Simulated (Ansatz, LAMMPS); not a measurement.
# Static equation of state of amorphous 64SiO2-25Y2O3-11Al2O3 (mol %) (164 atoms)

Density of this cell: 3.46 g/cm³. The cell holds 164 atoms: 28 Si, 22 Y, 10 Al and 104 O. Its edges and angles: a = 12.894 Å, b = 13.091 Å, c = 13.314 Å, α = 90.1°, β = 92.0°, γ = 90.6°. The starting structure: 164 atoms (28 Si, 22 Er, 10 Al, 104 O) placed at random at 4.5 g/cm³, melted at 5000 K for 10 ps at fixed volume with the Morse and Coulomb pair potential with partial charges (Pedone, Malavasi, Menziani, Cormack and Segre, J. Phys. Chem. B 110, 11780 (2006)). Quenched from 5000 K to 300 K at 300 K/ps and fixed volume, held 10 ps at zero pressure, then minimised at fixed cell. Then Er was replaced by Y and the cell scaled by 1.01 (the potential has no terms for the new elements, so the cell is a start for a DFT relaxation).

Calculated with Ansatz 0.2.0: Kohn-Sham DFT, PBE, PAW (set soft_1), plane waves; cutoff 420 eV, Γ point, fixed occupations. Cell and atoms were relaxed first, to V0 = 13.694 Å³ an atom at a residual P0 = 0.013 GPa. The cell was then scaled evenly, and the atoms were relaxed at each volume.

```
volume (Å³/atom)  pressure (GPa)
          12.873           4.641
          13.283               ?
          14.105          -2.018
          14.516          -3.712
```

**Question.** Fit the third-order Birch–Murnaghan equation to the rows given and interpolate to the withheld row.

**Working.**

Take the Eulerian strain f = ½[(V0/V)^(2/3) − 1] and the normalised pressure F = (P − P0) / [3f(1 + 2f)^(5/2)]. The third-order Birch–Murnaghan equation is then the line F = B0 + (3/2)B0(B′ − 4) f, so u = f and v = F.

| u = f | v = F (GPa) |
| --- | --- |
| 0.0210563 | 66.0777 |
| -0.00975646 | 72.9156 |
| -0.0190506 | 71.8379 |

With n = 3: mean u = -0.00258359, mean v = 70.2770, Σ(u − ū)² = 8.815e-4, Σ(u − ū)(v − v̄) = -0.14390. Slope b = -0.14390 / 8.815e-4 = -163.25; intercept a = v̄ − b ū = 69.855.

So B0 = a = 69.9 GPa and B′ = 4 + 2b/(3a) = 2.44. At the withheld volume f = 0.01026, F = a + b f = 68.18 GPa, and P = P0 + 3f(1 + 2f)^(5/2) F.

Prediction at 13.283: 2.221 GPa. The run gave 2.224 GPa, so the fit is low by 0.0032 GPa (0.15 % of the value).

Among the rows given, the largest miss of the fit is at 14.516, by 0.058 GPa (0.70 % of the range of the table).

Limits: Static cells at zero temperature; the cell shape is held. The program notes that the SCF threshold of these relaxations is loose for the stress. The quench rate of 300 K/ps is many orders above laboratory rates, so the cell is likely richer in defects and strain than a real sample. The network of bonds at the start is that of the classical potential that made the cell, and needn't be the one that DFT or experiment would give. Only the Γ point is sampled, in a cell whose shortest periodic width is 13 Å.

[Logs are printed without paths, hosts, clocks, repeated set-up lines and the standing remarks that a program may print on its own settings, such as how far it seeks lower states.]

[Hosts, paths, dates, database ids (printed as entryN), source tags and the programs' standing remarks are cut or masked in the printed files.]
